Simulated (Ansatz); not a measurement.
# Does disorder add resistance in series? Ir(111) layers displaced at 273 K

Two lengths of the disordered region are known. What area resistance does the third give?

Set-up. Ansatz 0.2.0, plane waves with PAW datasets at their recommended cutoffs (420 eV for most), Fermi-Dirac smearing; ballistic transmission by layer matching. The area resistance is RA = A (h/2e²)(1/T − 1/N), with T the zone-mean transmission per spin and N the lead's channels, both averaged over a few energies near the Fermi level; for magnets each spin is taken apart, with h/e², and the two conduct in parallel. Lateral cell 2x2, PBE, a fresh random draw for each length. Atoms are displaced independently, by 0.0353 Å r.m.s. per direction; each RA is scaled by the nominal over the drawn mean square displacement.

The runs, with one result withheld:

| length (Å) | channels N | RA (fΩ m²) |
| --- | --- | --- |
| 8.87 | 5.940 | 0.0271 |
| 17.7 | 5.940 | 0.0658 |
| 26.6 | 6.060 | ? |

**Estimate by hand.**

Ohm's law makes RA linear in the length: the slope is (0.0658 − 0.0271)/(17.7 − 8.87) = 4.36×10⁻³ fΩ m² per Å, or 4.4 µΩ cm. Then 0.0658 + 4.36×10⁻³ × 8.87. Predicted: 0.104 fΩ m².

What the run gave:

0.108 fΩ m², so the prediction is 3.5 % too low. The three lengths together give 4.6 µΩ cm. The two increments are 0.039 and 0.042 fΩ m², roughly as Ohm's law has it, though with one draw for each length that is a weak test.

Caveats: The scatterers repeat sideways with the small cell. The slope is a raw one; a model of isotropic scattering puts it 1.13 times the bulk value over these lengths. Spin-orbit coupling is left out, which matters for Ir.
